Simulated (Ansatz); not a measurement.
# CsSnI3 (model cell, started as cubic perovskite with Sn in the octahedra): the cell at rest

Aim: bring CsSnI3 (model cell, started as cubic perovskite with Sn in the octahedra) to small forces and stress, as phonons need.

Calculated with Ansatz 0.2.0; DFT PBE, scalar-relativistic, plane waves, PAW; PAW set soft_1.

The structure was built from a prototype and need not be the compound's stable phase.

## Step 1: The starting structure

The structure is cubic, space group Pm-3m (No. 221). The conventional cell has a = 6.200 Å, b = 6.200 Å, c = 6.200 Å, α = 90.00°, β = 90.00°, γ = 90.00°. Cs has 12 I at 4.38 Å nearest. Nearest to Sn lie 6 I at 3.10 Å. I has 2 Sn at 3.10 Å and 4 Cs at 4.38 Å nearest. Farther neighbours and most contacts between anions are not listed.

Coordinates:

```cif
data_structure
_symmetry_space_group_name_H-M 'Pm-3m'
_symmetry_Int_Tables_number 221
_cell_length_a 6.2000
_cell_length_b 6.2000
_cell_length_c 6.2000
_cell_angle_alpha 90.000
_cell_angle_beta 90.000
_cell_angle_gamma 90.000
_cell_volume 238.33
loop_
_atom_site_label
_atom_site_type_symbol
_atom_site_symmetry_multiplicity
_atom_site_Wyckoff_symbol
_atom_site_fract_x
_atom_site_fract_y
_atom_site_fract_z
_atom_site_occupancy
Cs1 Cs 1 a 0.00000 0.00000 0.00000 1
Sn1 Sn 1 b 0.50000 0.50000 0.50000 1
I1 I 3 c 0.50000 0.50000 0.00000 1
```

## Step 2: A coarse first look

A quick single point on a coarse mesh tells whether the cell has a gap and how far it is from rest, which sets the k mesh and smearing that follow.

The input, input.yaml:

```yaml
crystal:
  lattice:
    - [6.2, 0.0, 0.0]
    - [0.0, 6.2, 0.0]
    - [0.0, 0.0, 6.2]
  atoms:
    - { symbol: Cs, position: [0.0, 0.0, 0.0] }
    - { symbol: Sn, position: [0.5, 0.5, 0.5] }
    - { symbol: I, position: [0.5, 0.5, 0.0] }
    - { symbol: I, position: [0.5, 0.0, 0.5] }
    - { symbol: I, position: [0.0, 0.5, 0.5] }
kpoints:
  mp_grid: { grid: [4, 4, 4] }
hamiltonian:
  xc: pbe
  pseudopotentials: { kind: paw, azcp: { folder: soft_1 } }
scf:
  occupations: { method: gaussian, width: 0.1 }
output:
  forces: true
  stress: true
  eigenvalues: true
```

On the command line:

```
> ansatz run input.yaml --threads 8 --pin off --max-ram 16384MiB --backend cpu --events-out ev --progress --plain --runs-dir out
```

Numbers of over 12 decimals in the logs are rounded to 6 here.

The log of the run:

```text
Engine: ansatz 0.2.0, aarch64-unknown-linux-gnu
Pseudopotentials: kind: paw
Pseudopotential: Cs, paw, valence charge 9, recommended cutoff 420 eV (normal), soft_1/Cs.paw.azcp
Pseudopotential: Sn, paw, valence charge 14, recommended cutoff 420 eV (normal), soft_1/Sn.paw.azcp
Pseudopotential: I, paw, valence charge 17, recommended cutoff 420 eV (normal), soft_1/I.paw.azcp
Functional definition: PBE
[...]
k-point 0: bands = [... 33 lower, 3.0443, 3.2058, 3.2058, 3.2058, 7.5723, 8.4928, 8.4928, 8.8258, ... 3 higher]
  k-point 1: bands = [... 33 lower, 2.9599, 3.1297, 3.1297, 3.2093, 8.1585, 8.2824, 8.8448, 8.9848, ... 3 higher]
  k-point 2: bands = [... 33 lower, 2.8810, 3.0818, 3.0818, 3.8211, 6.4808, 9.1214, 9.3098, 9.5830, ... 3 higher]
  k-point 9: bands = [... 33 lower, 3.6477, 3.6477, 3.6477, 5.4144, 5.7089, 5.7089, 5.7089, 8.3820, ... 3 higher]
[key lines of the parts left out:]
SCF converged after 9 iterations
Free energy (F): -34238.933544 eV
Fermi energy:    5.545758 eV
P = ⅓ Tr σ = 0.8595 GPa (8.595 kbar)
```

Elapsed: 1 s, on 8 threads of Arm Neoverse V2, shared host; peak memory 0.8 GiB.

Numbers from this step:

| Item | Value |
| --- | --- |
| pressure | 0.8595 GPa |
| volume per atom | 47.67 Å³ |
| gap on the k-mesh | 0.2945 eV |
| direct gap on mesh | 0.2945 eV |

The coarse mesh shows a gap of 0.29 eV and a pressure of 0.9 GPa.

## Step 3: Bringing the structure to rest

Harmonic phonons are second derivatives at a point where the forces vanish, and they are wanted at zero stress, so atoms and cell are relaxed first.

input.yaml, the sections that differ from step 2:

```yaml
kpoints:
  mp_grid: { grid: [6, 6, 6] }
scf:
  occupations: { method: gaussian, width: 0.01 }
relax:
  adjacent_minimum: "off"
  f_tol: 0.005
  max_steps: 80
  cell: { stress_tol: 0.05 }
# crystal, hamiltonian, output: as in step 2
```

The log of the run:

```text
[...]
Crystal: 5 atoms, lattice volume = 238.328 Å³
Basis set: ecut = 420 eV, 4697 PW (Γ), exchange–correlation on 90×90×90 points (8 copies of the dense FFT grid, shifted against one another)
Bands: 45, of which v1, the nominal top of the filled ones, is band 37 counted from 1 (36 counted from 0)
Symmetry: 48 space group operations
[...]
k-points: 20 of 216
[...]
SCF iter   1: F=—  HF=-34240.369172 eV  |F-HF|=—  |Δ(HF+E_count)|=         —  Δρ=2.46e-2  dr2=3.13e0  ethr=3.10e-3  ⟨swp⟩=9.0  Hψ=4149  notcnv=0
[...]
SCF iter   9: F=-34238.998522 eV  HF=-34238.998522 eV  |F-HF|=8.02e-9  |Δ(HF+E_count)|=   6.94e-7  Δρ=3.03e-6  dr2=2.72e-8  ethr=1.35e-10  ⟨swp⟩=15.3  Hψ=5318  notcnv=0
SCF 1 converged in 9 iterations: F = -34238.998522 eV  dr2 = 2.72e-8
[...]
relax step   1: F+E_penalty+E_count = -34238.99852211 eV  Δ(F+E_penalty+E_count) = +0.000e0 eV  max|allowed force component| = 3.500e-29 eV/Å  Δτ_max = 0.0000 Å  P = +0.700 GPa  Ω = 238.328 Å³  (9 SCF iters, dr2 threshold 1.00e-7 eV, accepted)
Crystal: 5 atoms, lattice volume = 243.062 Å³
Basis set: ecut = 420 eV, 4729 PW (Γ), exchange–correlation on 90×90×90 points (8 copies of the dense FFT grid, shifted against one another)
[...]
iter 1 solved again at ethr=3.89e-6 eV; its pass at ethr=3.10e-3 eV (dr2=2.88e-3 eV) is discarded
[...]
SCF iter   5: F=-34239.013753 eV  HF=-34239.013753 eV  |F-HF|=2.11e-7  |Δ(HF+E_count)|=   1.29e-6  Δρ=8.08e-6  dr2=1.48e-7  ethr=6.76e-10  ⟨swp⟩=7.0  Hψ=4545  notcnv=0
SCF 2 converged in 5 iterations: F = -34239.013753 eV  dr2 = 1.48e-7
relax step   2: F+E_penalty+E_count = -34239.01375325 eV  Δ(F+E_penalty+E_count) = -1.523e-2 eV  max|allowed force component| = 7.194e-29 eV/Å  Δτ_max = 0.0000 Å  P = +0.350 GPa  Ω = 243.062 Å³  energy of the carried Pulay correction = -1.882e-4 eV  (5 SCF iters, dr2 threshold 5.00e-7 eV, accepted)
Crystal: 5 atoms, lattice volume = 247.989 Å³
Basis set: ecut = 420 eV, 4945 PW (Γ), exchange–correlation on 90×90×90 points (8 copies of the dense FFT grid, shifted against one another)
[...]
SCF iter   5: F=-34239.019213 eV  HF=-34239.019213 eV  |F-HF|=2.33e-7  |Δ(HF+E_count)|=   1.58e-6  Δρ=8.95e-6  dr2=1.76e-7  ethr=4.14e-10  ⟨swp⟩=7.3  Hψ=4832  notcnv=0
SCF 3 converged in 5 iterations: F = -34239.019213 eV  dr2 = 1.76e-7
[...]
relax step   3: F+E_penalty+E_count = -34239.01921316 eV  Δ(F+E_penalty+E_count) = -5.460e-3 eV  max|allowed force component| = 4.717e-30 eV/Å  Δτ_max = 0.0000 Å  P = +0.024 GPa  Ω = 247.989 Å³  energy of the carried Pulay correction = -3.801e-4 eV  (5 SCF iters, dr2 threshold 3.06e-7 eV, accepted)
[...]
SCF iter   6: F=-34239.019558 eV  HF=-34239.019558 eV  |F-HF|=1.16e-10  |Δ(HF+E_count)|=   1.40e-8  Δρ=9.29e-8  dr2=4.63e-11  ethr=1.00e-12  ⟨swp⟩=4.7  Hψ=4155  notcnv=0
SCF 4 converged in 6 iterations: F = -34239.019558 eV  dr2 = 4.63e-11
[...]
relax step   4: F+E_penalty+E_count = -34239.01955766 eV  Δ(F+E_penalty+E_count) = -3.445e-4 eV  max|allowed force component| = 9.269e-30 eV/Å  Δτ_max = 0.0000 Å  P = +0.023 GPa  Ω = 247.989 Å³  stress off target by 2.26e-2 GPa  SCF on the basis re-selected at this cell (its energy is not comparable with the rows above)  (6 SCF iters)
basis re-selected at this cell: Δ(F+E_penalty+E_count) = -3.445e-4 eV, ΔP = -0.001 GPa vs the last step (what re-selecting the basis moved, of the pressure what is left beyond the Pulay correction that the steps carried, after the strain that the cell walked since its last selection, with what the two solves' SCF thresholds leave and, on support functions, any second-order correction that the steps lacked; it is no m [...]
SCF converged after 6 iterations
Free energy (F): -34239.019558 eV
[...]
Internal energy: -34239.019558 eV  (E = F + TS)
E sigma→0 (E₀):  -34239.019558 eV
Fermi energy:    5.062983 eV
[...]
--- Stress (GPa, compression-positive) ---
        0.022553      -0.000000      -0.000000
       -0.000000       0.022553      -0.000000
       -0.000000      -0.000000       0.022553
  P = ⅓ Tr σ = 0.0226 GPa (0.226 kbar)
--- Band table (eV; the first three rows and the last of 20) ---
  k-point 0: bands = [... 33 lower, 2.7123, 2.8520, 2.8520, 2.8520, 7.1687, 8.1654, 8.1654, 8.5064, ... 4 higher]
  k-point 1: bands = [... 33 lower, 2.6741, 2.8135, 2.8135, 2.8264, 7.4362, 8.3116, 8.3840, 8.5362, ... 4 higher]
  k-point 2: bands = [... 33 lower, 2.6013, 2.7633, 2.7633, 2.9716, 6.9433, 8.1046, 8.6877, 8.8596, ... 4 higher]
  k-point 19: bands = [... 33 lower, 3.2698, 3.2698, 3.2698, 4.8260, 5.3002, 5.3002, 5.3002, 8.0109, ... 4 higher]
--- Relaxed structure (3 steps of the walk, 3 accepted, 1 SCFs on fresh bases) ---
  F+E_penalty+E_count = -34239.01955766 eV   max|allowed force component| = 9.269e-30 eV/Å   (the final SCF, on the basis selected at the relaxed cell)
  cell:  # Å, volume = 247.9885 Å³
    - [6.282665, 0, 0]
    - [0, 6.282665, 0]
    - [0, 0, 6.282665]
  atoms:
    - { symbol: Cs, position: [0, 0, 0] }
    - { symbol: Sn, position: [0.5, 0.5, 0.5] }
    - { symbol: I, position: [0.5, 0.5, 0] }
    - { symbol: I, position: [0.5, 0, 0.5] }
    - { symbol: I, position: [0, 0.5, 0.5] }
```

The job ended after 7 s (8 threads; peak memory 0.91 GiB; 51 s of CPU time).

The steps of the relaxation:

| step | energy less that of the first step (eV) | largest force component (eV/Å) | pressure (GPa) | volume (Å³) |
| --- | --- | --- | --- | --- |
| 1 | 0.0000 | 0.0000 | 0.70 | 238.33 |
| 2 | -0.0152 | 0.0000 | 0.35 | 243.06 |
| 3 | -0.0207 | 0.0000 | 0.02 | 247.99 |
| 4* | -0.0210 | 0.0000 | 0.02 | 247.99 |

Relaxation steps marked * repeat the geometry before them on a plane-wave basis chosen anew for their cell, so energy and pressure can jump there.

The run keeps the 48 symmetry operations that it works with, so distortions that break them were not tested.

| conventional cell, symmetrised | before | after | change |
| --- | --- | --- | --- |
| a (Å) | 6.200 | 6.283 | +1.3 % |
| b (Å) | 6.200 | 6.283 | +1.3 % |
| c (Å) | 6.200 | 6.283 | +1.3 % |
| volume (Å³/atom) | 47.67 | 49.60 | +4.1 % |

The relaxed structure:

```cif
data_structure
_symmetry_space_group_name_H-M 'P 1'
_symmetry_Int_Tables_number 1
_cell_length_a 6.2827
_cell_length_b 6.2827
_cell_length_c 6.2827
_cell_angle_alpha 90.000
_cell_angle_beta 90.000
_cell_angle_gamma 90.000
_cell_volume 247.99
loop_
_atom_site_label
_atom_site_type_symbol
_atom_site_fract_x
_atom_site_fract_y
_atom_site_fract_z
_atom_site_occupancy
Cs1 Cs 0.00000 0.00000 0.00000 1
Sn2 Sn 0.50000 0.50000 0.50000 1
I3 I 0.50000 0.50000 0.00000 1
I4 I 0.50000 0.00000 0.50000 1
I5 I 0.00000 0.50000 0.50000 1
```

Numbers from this step:

- pressure: 0.02255 GPa
- gap on the k-mesh: 0.4742 eV
- volume per atom: 49.60 Å³
- direct gap on mesh: 0.4742 eV

In this step the volume went from 47.67 to 49.60 Å³/atom.

## Step 4: Tight relaxation, k-mesh 6×6×6

Phonons need a cell at rest on their own settings, so the relaxation is repeated with tight tolerances on forces and stress, using the mesh and the filling of the phonon run that follows.

input.yaml, the sections that differ from step 3:

```yaml
crystal:
  lattice:
    - [6.2826645888, 0.0, 0.0]
    - [0.0, 6.2826645888, 0.0]
    - [0.0, 0.0, 6.2826645888]
  atoms:
    - { symbol: Cs, position: [0.0, 0.0, 0.0] }
    - { symbol: Sn, position: [0.5, 0.5, 0.5] }
    - { symbol: I, position: [0.5, 0.5, 0.0] }
    - { symbol: I, position: [0.5, 0.0, 0.5] }
    - { symbol: I, position: [0.0, 0.5, 0.5] }
scf:
  occupations: { method: fixed }
relax:
  adjacent_minimum: "off"
  f_tol: 0.001
  max_steps: 60
  cell: { stress_tol: 0.01 }
# kpoints, hamiltonian, output: as in step 3
```

The log of the run:

```text
[...]
Crystal: 5 atoms, lattice volume = 247.989 Å³
Basis set: ecut = 420 eV, 4945 PW (Γ), exchange–correlation on 90×90×90 points (8 copies of the dense FFT grid, shifted against one another)
Bands: 45, of which v1, the nominal top of the filled ones, is band 37 counted from 1 (36 counted from 0)
[... 1 set-up line as in the run before ...]
[...]
k-points: 20 of 216
[...]
--- Relaxed structure (3 steps of the walk, 3 accepted, 1 SCFs on fresh bases) ---
[...]
cell:  # Å, volume = 248.3501 Å³
    - [6.285716, 0, 0]
    - [0, 6.285716, 0]
    - [0, 0, 6.285716]
  atoms:
    - { symbol: Cs, position: [0, 0, 0] }
    - { symbol: Sn, position: [0.500000, 0.500000, 0.500000] }
    - { symbol: I, position: [0.500000, 0.500000, 0] }
    - { symbol: I, position: [0.500000, 0, 0.500000] }
    - { symbol: I, position: [0, 0.500000, 0.500000] }
[key lines of the parts left out:]
SCF converged after 7 iterations
Free energy (F): -34239.019586 eV
Fermi energy:    4.804768 eV
P = ⅓ Tr σ = -0.0000 GPa (-0.000 kbar)
```

Wall time 6.8 s (8 threads); peak memory 0.92 GiB.

Little changed from the start: no atom moved by 0.005 Å and no cell edge by 0.1 %.

This step gave:

```yaml
pressure: -4.08e-5 GPa
gap_on_the_k_mesh: 0.4803 eV
volume_per_atom: 49.67 Å³
direct_gap_on_mesh: 0.4803 eV
```

The forces vanish by symmetry and the pressure is 0.000 GPa, within the tolerances set. The cell now holds 49.67 Å³/atom.

## Step 5: Tight relaxation, k-mesh 12×12×12

The k mesh is raised to 12×12×12 since a zone-centre run on the first mesh warned that it was too coarse for the force constants, and the cell is relaxed again on it.

input.yaml, the sections that differ from step 4:

```yaml
crystal:
  lattice:
    - [6.2857163609, 0.0, 0.0]
    - [0.0, 6.2857163609, 0.0]
    - [0.0, 0.0, 6.2857163609]
  atoms:
    - { symbol: Cs, position: [0.0, 0.0, 0.0] }
    - { symbol: Sn, position: [0.5, 0.5, 0.5] }
    - { symbol: I, position: [0.5, 0.5, 0.0] }
    - { symbol: I, position: [0.5, 0.0, 0.5] }
    - { symbol: I, position: [0.0, 0.5, 0.5] }
kpoints:
  mp_grid: { grid: [12, 12, 12] }
output:
  forces: true
  stress: true
  eigenvalues: true
  write_density: true
  write_potential: true
  elf: true
  volumetric_format: npy
# hamiltonian, scf, relax: as in step 4
```

The log of the run:

```text
[...]
Crystal: 5 atoms, lattice volume = 248.350 Å³
Basis set: ecut = 420 eV, 4945 PW (Γ), exchange–correlation on 90×90×90 points (8 copies of the dense FFT grid, shifted against one another)
Bands: 45, of which v1, the nominal top of the filled ones, is band 37 counted from 1 (36 counted from 0)
[... 1 set-up line as in the run before ...]
[...]
k-points: 84 of 1728
[...]
--- Relaxed structure (3 steps of the walk, 3 accepted, 1 SCFs on fresh bases) ---
[...]
cell:  # Å, volume = 247.7430 Å³
    - [6.280590, 0, 0]
    - [0, 6.280590, 0.0]
    - [0, 0.0, 6.280590]
  atoms:
    - { symbol: Cs, position: [0, 0, 0] }
    - { symbol: Sn, position: [0.500000, 0.500000, 0.500000] }
    - { symbol: I, position: [0.500000, 0.500000, 0] }
    - { symbol: I, position: [0.500000, 0, 0.500000] }
    - { symbol: I, position: [0, 0.500000, 0.500000] }
[key lines of the parts left out:]
SCF converged after 6 iterations
Free energy (F): -34239.029379 eV
Fermi energy:    4.841621 eV
P = ⅓ Tr σ = 0.0001 GPa (0.001 kbar)
```

It took 26 s on 8 threads; peak memory 1.3 GiB; 3.4 min of CPU time.

Little changed from the start: no atom moved by 0.005 Å and no cell edge by 0.1 %.

Numbers from this step:

| Quantity | Value |
| --- | --- |
| pressure | 1.27e-4 GPa |
| gap on the k-mesh | 0.4724 eV |
| volume per atom | 49.55 Å³ |
| direct gap on mesh | 0.4724 eV |

ELF in the ac plane at fractional y = 0.500, with atoms of Sn and I within 0.2 Å of it. It is the smooth field of the valence electrons, not physical close to the nuclei.

Values, 9 rows by 16 columns, each cell a mean:
```
0.02 0.01 0.07 0.37 0.71 0.75 0.54 0.34 0.33 0.42 0.67 0.77 0.57 0.18 0.02 0.01
0.38 0.25 0.09 0.06 0.25 0.50 0.61 0.61 0.60 0.62 0.58 0.39 0.13 0.05 0.16 0.33
0.77 0.74 0.58 0.25 0.09 0.16 0.27 0.33 0.34 0.31 0.22 0.11 0.13 0.42 0.69 0.76
0.40 0.50 0.66 0.57 0.28 0.30 0.31 0.19 0.15 0.25 0.32 0.26 0.40 0.67 0.59 0.43
0.37 0.31 0.57 0.63 0.35 0.32 0.23 0.02 0.00 0.09 0.32 0.31 0.49 0.65 0.44 0.28
0.53 0.62 0.69 0.51 0.23 0.27 0.32 0.27 0.24 0.30 0.31 0.22 0.33 0.65 0.67 0.56
0.75 0.67 0.43 0.15 0.07 0.18 0.32 0.39 0.41 0.37 0.25 0.11 0.08 0.27 0.57 0.72
0.21 0.11 0.04 0.11 0.40 0.64 0.66 0.59 0.57 0.63 0.67 0.55 0.24 0.05 0.07 0.17
0.01 0.01 0.09 0.47 0.76 0.75 0.48 0.30 0.37 0.34 0.64 0.79 0.65 0.25 0.03 0.01
```
Columns run along a (6.3 Å), rows up along c (6.3 Å). Atoms in or near the plane, at fractional coordinates: Sn at (0.50, 0.50), I at (0.50, 0.00), I at (0.00, 0.50).

Electrostatic potential energy in the ac plane at fractional y = 0.500, with atoms of Sn and I within 0.2 Å of it. With pseudopotentials it is smooth inside the atoms' cores, unlike the true potential.

Ten even steps from '0' (-32 eV) to '9' (9 eV), each cell a mean:
```
99999821640599999
99999850002799999
99999986457999999
99999998889999999
89999998888999999
46899986557899975
00589852223789720
61178734972588504
92178725992588406
20388842542688601
13799874235899852
78999988778999988
99999998889999999
99999998778999999
99999973115899999
99999830210699999
99999712960489999
```
Columns run along a (6.3 Å; values clipped at the 3rd and 97th percentile), rows up along c (6.3 Å). Atoms in or near the plane, at fractional coordinates: Sn at (0.50, 0.50), I at (0.50, 0.00), I at (0.00, 0.50).

Valence density in the ac plane at fractional y = 0.500, with atoms of Sn and I within 0.2 Å of it. It is the smooth field of the valence electrons, not physical close to the nuclei.

Values in e/Å³, 9 rows by 16 columns, each cell a mean:
```
 0  0  0  0  0  0  1  6  8  4  1  0  0  0  0  0
 0  0  0  0  0  0  0  0  1  0  0  0  0  0  0  0
 0  0  0  0  0  0  0  0  0  0  0  0  0  0  0  0
 5  2  1  0  0  0  1  3  4  2  0  0  0  0  1  4
12  6  1  0  0  0  2  8 10  5  1  0  0  1  3 10
 2  1  0  0  0  0  1  2  2  1  0  0  0  0  1  2
 0  0  0  0  0  0  0  0  0  0  0  0  0  0  0  0
 0  0  0  0  0  0  0  1  1  1  0  0  0  0  0  0
 0  0  0  0  0  0  2  9 11  5  1  0  0  0  0  0
```
Columns run along a (6.3 Å), rows up along c (6.3 Å). Atoms in or near the plane, at fractional coordinates: Sn at (0.50, 0.50), I at (0.50, 0.00), I at (0.00, 0.50).

The forces vanish by symmetry and the pressure is 0.000 GPa, within the tolerances set. The cell now holds 49.55 Å³/atom.

## Step 6: What came out

| Quantity | Value |
| --- | --- |
| space group after relaxation (within 0.01 Å) | Pm-3m |
| lattice constant a | 6.281 Å |
| lattice constant b | 6.281 Å |
| lattice constant c | 6.281 Å |
| volume per atom | 49.5 Å³ |
| gap on the k-mesh | 0.472 eV |

**Reading.** The forces vanish by symmetry and the pressure is 0.000 GPa, within the tolerances set. The cell now holds 49.55 Å³/atom. The relaxation keeps the symmetry of its start, so it says nothing on stability against lower symmetry. Spin-orbit coupling is left out, which can matter for the heavy elements here. The starting cell was built on a prototype and not taken from a measurement, so the phase need not exist.

[Logs are printed without paths, hosts, clocks, repeated set-up lines and the standing remarks that a program may print on its own settings, such as how far it seeks lower states.]

[Hosts, paths, dates, database ids (printed as entryN), source tags and the programs' standing remarks are cut or masked in the printed files.]
